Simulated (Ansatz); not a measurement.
The crystal is GaSi2P (zincblende [110] superlattice) (Pmn2_1).

The structure was built from a prototype and need not be the compound's stable phase.

```xyz
8
Lattice="3.8422 0.0000 0.0000 0.0000 5.4375 0.0000 0.0000 0.0000 7.6838" Properties=species:S:1:pos:R:3 pbc="T T T"
Ga    0.0000    0.0574    0.9187
P     1.9211    1.4456    0.9705
Ga    1.9211    2.7761    2.9314
P     0.0000    4.1644    2.8796
Si    0.0000   -0.0676    4.8038
Si    1.9211    1.2834    4.8217
Si    1.9211    2.6511    6.7301
Si    0.0000    4.0022    6.7122
```

The structure was relaxed with PBEsol. The runs that relaxed it are not among those shown.

Gaps computed with Ansatz 0.2.0 without a self-energy: PBEsol 0.78 eV and PBEsol+SOC 0.76 eV.

Question: What gap should G0W0 on PBEsol give (6×4×4 mesh, 710 empty bands, screening to 156 eV, PAW set soft_1 files)?

About 1.38 eV: on its mesh the run moves the gap from 0.82 eV by +0.61 eV, and the mesh misses the edges by 0.05 eV. Bands and cutoff are finite, so the gap is not at the basis limit. The miss can reach some tenths of an eV and take either sign; the mesh is an error of its own. The 6×4×4 mesh is coarse for this cell (its supercell is 22 Å along the shortest edge). The RPA ε∞ on it, from the PBEsol start, is 12.01, 12.82 and 12.94; such meshes misread the long-range screening, most where the gap is narrow. The many-body steps are scalar-relativistic: spin-orbit coupling is not in them.

[Paths, hosts, dates, memory and timing lines, banners, echoed tables and standing remarks are left out of the program output.]

[Logs are printed without paths, hosts, clocks, repeated set-up lines and the standing remarks that a program may print on its own settings, such as how far it seeks lower states.]

[Runs of the session that timed out or met a known fault of the program may be left out.]

[Cells called generated may have been cut or substituted from an entry of the Crystallography Open Database or the Materials Project.]

[Hosts, paths, dates, database ids (printed as entryN), source tags and the programs' standing remarks are cut or masked in the printed files.]
